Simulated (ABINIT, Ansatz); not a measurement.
An input for ABINIT 10.8.3 (SiC (P6_3mc)):

```
acell 3*1.0 Angstrom
rprim 
  3.073513928196 0.000000000001 0.000000000000
  -1.536756964099 2.661741140703 0.000000000000
  0.000000000000 0.000000000000 5.045247710000
ntypat 2
znucl 14 6
natom 4
typat 1 1 2 2
xred 
  0.333333333333 0.666666666667 0.499602400000
  0.666666666667 0.333333333333 0.999602400000
  0.333333333333 0.666666666667 0.875397600000
  0.666666666667 0.333333333333 0.375397600000
pp_dirpath "pseudos"
pseudos "Si.upf, C.upf"
ecut 37
ngkpt 6 6 4
nshiftk 1
shiftk 0 0 0
kptopt 1
chksymbreak 0
istwfk *1
occopt 1
irdwfk 1
optdriver 4
nband 226
gwcalctyp 0
ecutsigx 37
symsigma 1
nkptgw 3
kptgw 
  0.0000000000 0.0000000000 0.0000000000
  0.3333333333 0.3333333333 0.0000000000
  0.5000000000 0.0000000000 0.0000000000
bdgw 
  7 10
  6 10
  7 10
ecuteps 9.1
irdscr 1
ppmodel 3
indata_prefix "in"
outdata_prefix "out"
tmpdata_prefix "tmp"
```

```sh
OMP_NUM_THREADS=1 mpirun -n 8 abinit run.abi > log
```

How long will it take on 8 MPI ranks of Arm Neoverse V1, shared host, and how much memory?

It took 31 s; on shared hardware allow 16 s to 63 s. Peak host memory was 3.3 GiB.

[Paths, hosts, dates, memory and timing lines, banners, echoed tables and standing remarks are left out of the program output.]

[Logs are printed without paths, hosts, clocks, repeated set-up lines and the standing remarks that a program may print on its own settings, such as how far it seeks lower states.]

[Runs of the session that timed out or met a known fault of the program may be left out.]

[Hosts, paths, dates, database ids (printed as entryN), source tags and the programs' standing remarks are cut or masked in the printed files.]

[G0W0 gaps are taken among the corrected bands and points alone; a level outside them can change the order at an edge.]

[Where Ansatz stands beside ABINIT at settings called matched, ABINIT's density can come from a denser mesh and the files from another edition; pairs whose starting gaps differed by over 0.03 eV were left out, so agreement reads better than it is.]
